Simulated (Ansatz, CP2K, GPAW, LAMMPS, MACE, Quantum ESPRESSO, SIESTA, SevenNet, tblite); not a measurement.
**Running amorphous Cd8Zn24Te9S23 (64 atoms) with SIESTA**

Wanted: SIESTA inputs and outputs for amorphous Cd8Zn24Te9S23 (64 atoms), checked against a plane-wave reference.

Main program and level: SIESTA 5.4.2; the method is named at each step.

## 1. The system as given

The cell holds 64 atoms: 8 Cd, 24 Zn, 9 Te and 23 S. Its edges and angles: a = 11.623 Å, b = 11.623 Å, c = 11.623 Å, α = 90.0°, β = 90.0°, γ = 90.0°. 64 atoms (8 Cd, 24 Zn, 9 Te, 23 S) placed at random at 4.61 g/cm³, melted at 2500 K for 10 ps at fixed volume with the Stillinger-Weber II-VI potential (Zhou et al., Phys. Rev. B 88, 085309 (2013)). Quenched from 2500 K to 300 K at 100 K/ps and fixed volume, held 5 ps.

The yardstick, on the same geometry:

* method: Kohn-Sham DFT, PBE, SSSP efficiency 1.3.0 pseudopotentials, plane waves (Quantum ESPRESSO 7.5); sssp-pbe-1.3.0-efficiency, cutoffs 45/360 Ry, Γ point
* r.m.s. force component: 0.4537 eV/Å
* longest force: 1.653 eV/Å
* pressure: -1.234 GPa
* time: 5.2 min on 4 MPI ranks of Arm Neoverse V2, shared host
* CPU time: 21 min

## 2. PBE, DZP, shift 0.01 Ry, mesh 500 Ry

Method: Kohn-Sham DFT, PBE, PseudoDojo 0.4.1 norm-conserving pseudopotentials (converted to PSML), numerical atomic orbitals (DZP), diagonalisation.

The .psml files are PseudoDojo norm-conserving potentials that we converted to this format, checked against plane waves on the same files for H, C, O, Si, Ge and Ca alone.

input.fdf

```
SystemLabel cell
NumberOfAtoms 64
NumberOfSpecies 4
%block ChemicalSpeciesLabel
  1 48 Cd
  2 30 Zn
  3 52 Te
  4 16 S
%endblock ChemicalSpeciesLabel
LatticeConstant 1.0 Ang
%block LatticeVectors
  11.62280 0.00000 0.00000
  0.00000 11.62280 0.00000
  0.00000 0.00000 11.62280
%endblock LatticeVectors
PAO.BasisSize DZP
PAO.EnergyShift 0.01 Ry
XC.Functional GGA
XC.Authors PBE
MeshCutoff 500 Ry
%block kgrid_Monkhorst_Pack
  1 0 0 0.0
  0 1 0 0.0
  0 0 1 0.0
%endblock kgrid_Monkhorst_Pack
SolutionMethod diagon
OccupationFunction FD
ElectronicTemperature 580 K
SCF.Mixer.Method Pulay
SCF.Mixer.Weight 0.05
SCF.Mixer.History 8
SCF.Mix Hamiltonian
MaxSCFIterations 300
SCF.DM.Tolerance 1e-04
SCF.H.Tolerance 1.0e-3 eV
WriteForces T
Write.HirshfeldPop T
Write.VoronoiPop T
Write.DM F
Write.H F
XML.Write F
AtomicCoordinatesFormat Fractional
%block AtomicCoordinatesAndAtomicSpecies
  0.12770 0.66958 0.97143 1
  0.86102 0.82715 0.90270 1
  0.96007 0.11989 0.70473 1
  0.26177 0.30535 0.80199 1
  0.52213 0.57229 0.75009 1
  0.84563 0.54053 0.68241 1
  0.00760 0.35722 0.97394 1
  0.15557 0.09117 0.33121 1
  0.59575 0.35548 0.92328 2
  0.56739 0.53264 0.21790 2
  0.61895 0.65040 0.45217 2
  0.09874 0.58372 0.31566 2
  0.49757 0.09832 0.31547 2
  0.27397 0.02251 0.60922 2
  0.90994 0.93971 0.44402 2
  0.49642 0.70691 0.95943 2
  0.96842 0.85893 0.21579 2
  0.13088 0.03405 0.97260 2
  0.60963 0.18979 0.68339 2
  0.31228 0.52810 0.19178 2
  0.79563 0.32883 0.37470 2
  0.03479 0.79835 0.64534 2
  0.88992 0.68024 0.38670 2
  0.30531 0.85001 0.18865 2
  0.65568 0.86935 0.19616 2
  0.36201 0.38770 0.45527 2
  0.46593 0.04504 0.97527 2
  0.30608 0.87359 0.77648 2
  0.63673 0.87637 0.69431 2
  0.32369 0.28514 0.12577 2
  0.78204 0.12670 0.02503 2
  0.81733 0.57499 0.12976 2
  0.45572 0.35676 0.66704 3
  0.80338 0.46873 0.92506 3
  0.50415 0.03841 0.55386 3
  0.01428 0.30141 0.33683 3
  0.66625 0.21925 0.21983 3
  0.80654 0.28594 0.61108 3
  0.11361 0.51127 0.79614 3
  0.25600 0.73830 0.38234 3
  0.30595 0.67674 0.65687 3
  0.49781 0.88364 0.85220 4
  0.13811 0.92043 0.48864 4
  0.50905 0.37058 0.11599 4
  0.99733 0.66972 0.15003 4
  0.81540 0.93492 0.08701 4
  0.33325 0.22164 0.32057 4
  0.00076 0.61544 0.55055 4
  0.29575 0.15808 0.96555 4
  0.31922 0.68893 0.06857 4
  0.13660 0.40797 0.15448 4
  0.73824 0.83513 0.38336 4
  0.11389 0.85612 0.85388 4
  0.14028 0.96199 0.15856 4
  0.42749 0.57070 0.38003 4
  0.15966 0.19324 0.63867 4
[... 4 atom lines left out ...]
  0.14857 0.41107 0.49474 4
  0.75396 0.53182 0.33613 4
  0.96846 0.14541 0.92631 4
  0.62570 0.15804 0.89716 4
%endblock AtomicCoordinatesAndAtomicSpecies
```

The run is started by

```bash
$ OMP_NUM_THREADS=1 mpirun -np 2 siesta < input.fdf > output.txt
```

Log:

```text
Version         : 5.4.2
reinit: System Name:
reinit: System Label: cell
initatom: Reading input for the pseudopotentials and atomic orbitals ----------
Species number:   1 Atomic number:   48 Label: Cd
Species number:   2 Atomic number:   30 Label: Zn
Species number:   3 Atomic number:   52 Label: Te
Species number:   4 Atomic number:   16 Label: S
Ground state valence configuration (from tables):   5s02  5p00  4d10  4f00
Ground state valence configuration (from tables):   4s02  4p00  3d10  4f00
Ground state valence configuration (from tables):   5s02  5p04  5d00  4f00
Ground state valence configuration (from tables):   3s02  3p04  3d00  4f00
---- Processing specs for species: Cd
GGA--PBE XC_GGA_X_PBE--XC_GGA_C_PBE pb
Semicore shell(s) with  8 electrons included in the valence for Cd
---- Processing specs for species: Zn
GGA--PBE XC_GGA_X_PBE--XC_GGA_C_PBE pb
Semicore shell(s) with  8 electrons included in the valence for Zn
---- Processing specs for species: Te
GGA--PBE XC_GGA_X_PBE--XC_GGA_C_PBE pb
Semicore shell(s) with 10 electrons included in the valence for Te
---- Processing specs for species: S
GGA--PBE XC_GGA_X_PBE--XC_GGA_C_PBE pb
Semicore shell(s): 4s 4p
Fallback to non-perturbative polarization scheme for Cd
Please see the manual if this is not desired in principle
Semicore shell(s): 3s 3p
Fallback to non-perturbative polarization scheme for Zn
Please see the manual if this is not desired in principle
Semicore shell(s): 4d
Fallback to non-perturbative polarization scheme for Te
Please see the manual if this is not desired in principle
Cd pseudopotential only contains V_ls up to l=2 -- lmxkb reset.
Zn pseudopotential only contains V_ls up to l=2 -- lmxkb reset.
Te pseudopotential only contains V_ls up to l=2 -- lmxkb reset.
S pseudopotential only contains V_ls up to l=2 -- lmxkb reset.
Using PAO.SplitTailNorm
%block ChemicalSpeciesLabel
    1   48 Cd                      # Species index, atomic number, species label
[... lines left out ...]
Total number of electrons:   922.000000
[... lines left out ...]
siesta: k-grid:     0     0     1      0.000
                     ====================================
                        Single-point calculation
                     ====================================
outcell: Unit cell vectors (Ang):
       11.622800    0.000000    0.000000
        0.000000   11.622800    0.000000
        0.000000    0.000000   11.622800
outcell: Cell vector modules (Ang)   :   11.622800   11.622800   11.622800
outcell: Cell angles (23,13,12) (deg):     90.0000     90.0000     90.0000
outcell: Cell volume (Ang**3)        :   1570.1180
Gamma-point calculation with multiply-connected orbital pairs
Gamma-point calculation with multiply-connected orbital pairs
Folding of H and S implicitly performed
Folding of H and S implicitly performed
new_DM -- step:     1
Initializing Density Matrix...
Attempting to read DM from file... Failed...
DM filled with atomic data:
InitMesh: MESH = 160 x 160 x 160 = 4096000
InitMesh: Mesh cutoff (required, used) =   500.000   523.746 Ry
stepf: Fermi-Dirac step function
        iscf     Eharris(eV)        E_KS(eV)     FreeEng(eV)     dDmax    Ef(eV) dHmax(eV)
   scf:    1  -204583.629198  -206311.057403  -206311.601289  1.454531 -0.353285 58.618518
   scf:    2  -207348.964790  -206902.984148  -206903.153968  1.157246 -1.440270 31.977460
   scf:    3  -207271.272547  -207112.597573  -207112.737967  0.542031 -1.698709 18.209053
[...]
scf:   24  -207206.440807  -207206.440772  -207206.622859  0.000119 -2.221015  0.001406
   scf:   25  -207206.440793  -207206.440783  -207206.622859  0.000055 -2.221098  0.000664
SCF Convergence by DM+H criterion
max |DM_out - DM_in|         :     0.0000553925
max |H_out - H_in|      (eV) :     0.0006642888
SCF cycle converged after 25 iterations
Using DM_out to compute the final energy and forces
siesta: E_KS(eV) =          -207206.4408
siesta: E_KS - E_eggbox =   -207206.4408
siesta: Atomic forces (eV/Ang):
     1    0.059964   -0.077321   -0.210711
     2    0.106918   -0.103061   -0.241688
     3    0.328018   -0.215557   -0.108388
[...]
63   -0.307674    0.250054    0.190712
    64   -0.341600   -0.007220   -0.373890
----------------------------------------
   Tot   -0.002517   -0.001936    0.000759
----------------------------------------
   Max    1.814375
   Res    0.488257    sqrt( Sum f_i^2 / 3N )
----------------------------------------
   Max    1.814375    constrained
Stress tensor Voigt[x,y,z,yz,xz,xy] (kbar):       31.87       28.92       36.75        0.31        3.72        2.08
(Free)E + p*V (eV/cell)  -207238.4859
Target enthalpy (eV/cell)  -207206.6229
siesta: Program's energy decomposition (eV):
siesta: Ebs     =    -31908.398165
siesta: Eions   =    251228.096484
siesta: Ena     =     17323.169828
siesta: Ekin    =     90337.602433
siesta: Enl     =    -36895.297799
siesta: DEna    =      1135.788228
siesta: DUscf   =        99.246623
siesta: Ex      =    -26414.320867
siesta: Ec      =     -1564.532744
siesta: Exc     =    -27978.853611
siesta: Eharris =   -207206.440793
siesta: Etot    =   -207206.440783
siesta: FreeEng =   -207206.622859
siesta: Final energy (eV):
siesta:  Band Struct. =  -31908.398165
siesta:       Kinetic =   90337.602433
siesta:       Hartree =   84562.231747
siesta:         Exch. =  -26414.320867
siesta:         Corr. =   -1564.532744
siesta:   Exch.-corr. =  -27978.853611
siesta:  Ion-electron = -264636.077137
siesta:       Ion-ion =  -89491.344215
siesta:         Total = -207206.440783
siesta:         Fermi =      -2.221098
siesta: Stress tensor (static) (eV/Ang**3):
siesta:     0.019890    0.001295    0.002319
siesta:     0.001295    0.018052    0.000195
siesta:     0.002319    0.000195    0.022938
siesta: Cell volume =       1570.118006 Ang**3
siesta: Pressure (static):
siesta:                Solid            Molecule  Units
siesta:          -0.00022102         -0.00017562  Ry/Bohr**3
siesta:          -0.02029342         -0.01612452  eV/Ang**3
siesta:         -32.51364229        -25.83432419  kBar
    Orbital volume contribution        =          28.347986 eV
    (Free)E + p_basis*V_orbitals       =     -207178.274873 eV
    (Free)Eharris+ p_basis*V_orbitals  =     -207178.274883 eV
Hirshfeld Atomic Populations:
Atom #   charge [q] valence [e]  Species
     1     0.282050   19.717950  Cd
     2     0.198572   19.801428  Cd
     3     0.299217   19.700783  Cd
[...]
7     0.265112   19.734888  Cd
     8     0.282918   19.717082  Cd
     9     0.584747   19.415253  Zn
    10     0.582497   19.417503  Zn
    11     0.633330   19.366670  Zn
[...]
31     0.648128   19.351872  Zn
    32     0.616679   19.383321  Zn
    33    -0.471194   16.471194  Te
    34    -0.463854   16.463854  Te
    35    -0.606203   16.606203  Te
[...]
40    -0.264696   16.264696  Te
    41    -0.394192   16.394192  Te
    42    -0.606897    6.606897  S
    43    -0.477156    6.477156  S
    44    -0.551506    6.551506  S
[...]
63    -0.484772    6.484772  S
    64    -0.615429    6.615429  S
--------------------
 Total    -0.000069
```

It took 2.7 min on 2 MPI ranks of Arm Neoverse V2, shared host; peak memory 1.8 GiB; 5.3 min of CPU time.

Banners and routine set-up lines are dropped from the logs; longer cuts are marked.

Compared with the plane-wave run:

```
r.m.s. force component                  : 0.4883 eV/Å
r.m.s. difference of force components   : 112 meV/Å
longest difference of force vectors     : 440.7 meV/Å
force difference over r.m.s. force      : 24.68 %
slope of forces against the reference's : 1.048
correlation of force components         : 0.9744
pressure                                : -3.251 GPa
pressure difference                     : -2.017 GPa
```

Length of the force difference by element (eV/Å):

| element | atoms | mean | most |
| --- | --- | --- | --- |
| Cd | 8 | 0.14 | 0.20 |
| S | 23 | 0.17 | 0.44 |
| Te | 9 | 0.17 | 0.31 |
| Zn | 24 | 0.18 | 0.43 |

A closer look about S61, whose charge lies farthest from its element's mean: 9 atoms, nearest first, numbered in the order of the input, with positions taken from that point.

| atom | x | y | z | distance (Å) | bonds | Hirshfeld charge (e) | Fx | Fy | Fz (eV/Å) |
| --- | --- | --- | --- | --- | --- | --- | --- | --- | --- |
| S61 | 0.00 | 0.00 | 0.00 | 0.00 | 2 | -0.32 | 0.23 | 0.28 | -1.47 |
| Zn26 | 2.48 | -0.27 | -0.46 | 2.54 | 4 | 0.63 | -1.11 | -0.33 | -0.05 |
| Te36 | -1.56 | -1.27 | -1.84 | 2.73 | 3 | -0.23 | 0.19 | -0.73 | 0.83 |
| Zn12 | -0.58 | 2.01 | -2.08 | 2.95 | 3 | 0.57 | 0.09 | -0.84 | 0.31 |
| S48 | -1.72 | 2.38 | 0.65 | 3.00 | 3 | -0.45 | -0.42 | 1.21 | -0.72 |
| S56 | 0.13 | -2.53 | 1.67 | 3.04 | 3 | -0.44 | 0.19 | -1.15 | 0.09 |
| S47 | 2.15 | -2.20 | -2.02 | 3.68 | 4 | -0.55 | 0.56 | -0.10 | 0.18 |
| Te39 | -0.41 | 1.16 | 3.50 | 3.71 | 3 | -0.26 | 0.19 | -0.63 | 0.30 |
| S51 | -0.14 | -0.04 | -3.95 | 3.96 | 4 | -0.49 | 1.76 | 0.38 | -0.55 |

Forces lie 25 % from the reference's, at 0.25 times its CPU time (on 2 against 4 cores).

## 3. PBE, SZ, shift 0.01 Ry, mesh 500 Ry

Method: Kohn-Sham DFT, PBE, PseudoDojo 0.4.1 norm-conserving pseudopotentials (converted to PSML), numerical atomic orbitals (SZ), diagonalisation.

Edit input.fdf of step 2 so:

```diff
@@ -15,3 +15,3 @@
 %endblock LatticeVectors
-PAO.BasisSize DZP
+PAO.BasisSize SZ
 PAO.EnergyShift 0.01 Ry
```

The run is started by

```bash
$ OMP_NUM_THREADS=1 siesta < input.fdf > output.txt
```

Log:

```text
Version         : 5.4.2
reinit: System Name:
reinit: System Label: cell
initatom: Reading input for the pseudopotentials and atomic orbitals ----------
Species number:   1 Atomic number:   48 Label: Cd
Species number:   2 Atomic number:   30 Label: Zn
Species number:   3 Atomic number:   52 Label: Te
Species number:   4 Atomic number:   16 Label: S
Ground state valence configuration (from tables):   5s02  5p00  4d10  4f00
Ground state valence configuration (from tables):   4s02  4p00  3d10  4f00
Ground state valence configuration (from tables):   5s02  5p04  5d00  4f00
Ground state valence configuration (from tables):   3s02  3p04  3d00  4f00
---- Processing specs for species: Cd
GGA--PBE XC_GGA_X_PBE--XC_GGA_C_PBE pb
[... lines left out ...]
Total number of electrons:   922.000000
[... lines left out ...]
stepf: Fermi-Dirac step function
        iscf     Eharris(eV)        E_KS(eV)     FreeEng(eV)     dDmax    Ef(eV) dHmax(eV)
[... lines left out ...]
SCF Convergence by DM+H criterion
[... lines left out ...]
SCF cycle converged after 29 iterations
[... lines left out ...]
   Max    4.235781
[... lines left out ...]
   Max    4.235781    constrained
Stress tensor Voigt[x,y,z,yz,xz,xy] (kbar):        0.96      -20.82        7.40        0.12        6.81        5.79
[... lines left out ...]
siesta: FreeEng =   -207016.982027
siesta: Final energy (eV):
siesta:  Band Struct. =  -29983.495344
siesta:       Kinetic =   91963.467220
siesta:       Hartree =   86376.633738
siesta:         Exch. =  -26762.622051
siesta:         Corr. =   -1562.847798
siesta:   Exch.-corr. =  -28325.469849
siesta:  Ion-electron = -267540.116853
siesta:       Ion-ion =  -89491.344215
siesta:         Total = -207016.829959
siesta:         Fermi =       0.924091
siesta: Stress tensor (static) (eV/Ang**3):
siesta:     0.000596    0.003615    0.004248
siesta:     0.003615   -0.012994    0.000072
siesta:     0.004248    0.000072    0.004617
siesta: Cell volume =       1570.118006 Ang**3
siesta: Pressure (static):
siesta:                Solid            Molecule  Units
siesta:           0.00002825          0.00008298  Ry/Bohr**3
siesta:           0.00259354          0.00761890  eV/Ang**3
siesta:           4.15531245         12.20682059  kBar
    Orbital volume contribution        =          14.058962 eV
    (Free)E + p_basis*V_orbitals       =     -207002.923065 eV
    (Free)Eharris+ p_basis*V_orbitals  =     -207002.923058 eV
Hirshfeld Atomic Populations:
Atom #   charge [q] valence [e]  Species
     1     0.494594   19.505406  Cd
     2     0.213508   19.786492  Cd
     3     0.506488   19.493512  Cd
[...]
7     0.465709   19.534291  Cd
     8     0.485902   19.514098  Cd
     9     0.856800   19.143200  Zn
    10     0.824831   19.175169  Zn
    11     0.905566   19.094434  Zn
[...]
31     0.902968   19.097032  Zn
    32     0.866041   19.133959  Zn
    33    -0.766756   16.766756  Te
    34    -0.758635   16.758635  Te
    35    -0.927650   16.927650  Te
[...]
40    -0.529724   16.529724  Te
    41    -0.664235   16.664235  Te
    42    -0.833144    6.833144  S
    43    -0.714318    6.714318  S
    44    -0.818674    6.818674  S
[...]
63    -0.706191    6.706191  S
    64    -0.830537    6.830537  S
--------------------
 Total    -0.000004
```

Run time: 2.4 min. Hardware: 1 thread; peak memory 0.91 GiB.

Compared with the plane-wave run:

```
r.m.s. force component                  : 1.184 eV/Å
r.m.s. difference of force components   : 878.4 meV/Å
longest difference of force vectors     : 4422 meV/Å
force difference over r.m.s. force      : 193.6 %
slope of forces against the reference's : 2.03
correlation of force components         : 0.7779
pressure                                : 0.4156 GPa
pressure difference                     : 1.65 GPa
```

This is a coarse setting, run to see what it loses.

Against the first run (25 %), the force difference from the reference is 194 %, at 0.46 times the CPU time (on 1 against 2 cores), with 493 basis functions against 1069: the smaller basis costs accuracy.

## 4. PBE, SZP, shift 0.01 Ry, mesh 500 Ry

Method: Kohn-Sham DFT, PBE, PseudoDojo 0.4.1 norm-conserving pseudopotentials (converted to PSML), numerical atomic orbitals (SZP), diagonalisation.

Edit input.fdf of step 3 so:

```diff
@@ -15,3 +15,3 @@
 %endblock LatticeVectors
-PAO.BasisSize SZ
+PAO.BasisSize SZP
 PAO.EnergyShift 0.01 Ry
```

The run is started by

```bash
$ OMP_NUM_THREADS=1 mpirun -np 2 siesta < input.fdf > output.txt
```

Log:

```text
Version         : 5.4.2
reinit: System Name:
reinit: System Label: cell
initatom: Reading input for the pseudopotentials and atomic orbitals ----------
Species number:   1 Atomic number:   48 Label: Cd
Species number:   2 Atomic number:   30 Label: Zn
Species number:   3 Atomic number:   52 Label: Te
Species number:   4 Atomic number:   16 Label: S
Ground state valence configuration (from tables):   5s02  5p00  4d10  4f00
Ground state valence configuration (from tables):   4s02  4p00  3d10  4f00
[... lines left out ...]
        iscf     Eharris(eV)        E_KS(eV)     FreeEng(eV)     dDmax    Ef(eV) dHmax(eV)
[... lines left out ...]
SCF Convergence by DM+H criterion
[... lines left out ...]
SCF cycle converged after 26 iterations
[... lines left out ...]
   Max    2.678705
[... lines left out ...]
   Max    2.678705    constrained
Stress tensor Voigt[x,y,z,yz,xz,xy] (kbar):       69.27       60.94       70.34        2.29        6.45        4.76
[... lines left out ...]
siesta: FreeEng =   -207179.411879
[... lines left out ...]
siesta:         Fermi =      -1.741549
[... lines left out ...]
siesta:     0.004026    0.001429    0.043905
siesta: Cell volume =       1570.118006 Ang**3
siesta: Pressure (static):
siesta:                Solid            Molecule  Units
siesta:          -0.00045444         -0.00039921  Ry/Bohr**3
siesta:          -0.04172494         -0.03665376  eV/Ang**3
siesta:         -66.85072699        -58.72580528  kBar
    Orbital volume contribution        =          23.712078 eV
    (Free)E + p_basis*V_orbitals       =     -207155.699800 eV
    (Free)Eharris+ p_basis*V_orbitals  =     -207155.699802 eV
Hirshfeld Atomic Populations:
Atom #   charge [q] valence [e]  Species
     1     0.281772   19.718228  Cd
     2     0.161615   19.838385  Cd
     3     0.299166   19.700834  Cd
[...]
7     0.268073   19.731927  Cd
     8     0.285527   19.714473  Cd
     9     0.641148   19.358852  Zn
    10     0.622859   19.377141  Zn
    11     0.703012   19.296988  Zn
[...]
31     0.698269   19.301731  Zn
    32     0.667006   19.332994  Zn
    33    -0.508490   16.508490  Te
    34    -0.502545   16.502545  Te
    35    -0.666610   16.666610  Te
[...]
40    -0.322828   16.322828  Te
    41    -0.439790   16.439790  Te
    42    -0.631749    6.631749  S
    43    -0.501487    6.501487  S
    44    -0.584738    6.584738  S
[...]
63    -0.505198    6.505198  S
    64    -0.637685    6.637685  S
--------------------
 Total    -0.000019
```

Run time: 2.2 min. Hardware: 2 MPI ranks; peak memory 1.6 GiB; 4.4 min of CPU time.

Against the reference:

- r.m.s. force component: 0.6403 eV/Å
- r.m.s. difference of force components: 292.3 meV/Å
- longest difference of force vectors: 1305 meV/Å
- force difference over r.m.s. force: 64.43 %
- slope of forces against the reference's: 1.288
- correlation of force components: 0.9128
- pressure: -6.685 GPa
- pressure difference: -5.451 GPa

This is a coarse setting, run to see what it loses.

Against the first run (25 %), the force difference from the reference is 64 %, at 0.83 times the CPU time, with 749 basis functions against 1069: the smaller basis costs accuracy.

(Part 1 of 2 ends here.)

[Long decimals in the printed logs are rounded to 6 places.]

[Also dropped from logs without a mark: lines with file paths, logging warnings of Python, QE's lines on negative density and diagonalisation, SIESTA's first energy breakdown, zero terms and Voronoi charges.]

[Logs are printed without paths, hosts, clocks, repeated set-up lines and the standing remarks that a program may print on its own settings, such as how far it seeks lower states.]

[Hosts, paths, dates, database ids (printed as entryN), source tags and the programs' standing remarks are cut or masked in the printed files.]

[Most failed runs of this program on this cell are left out, timed-out ones always.]
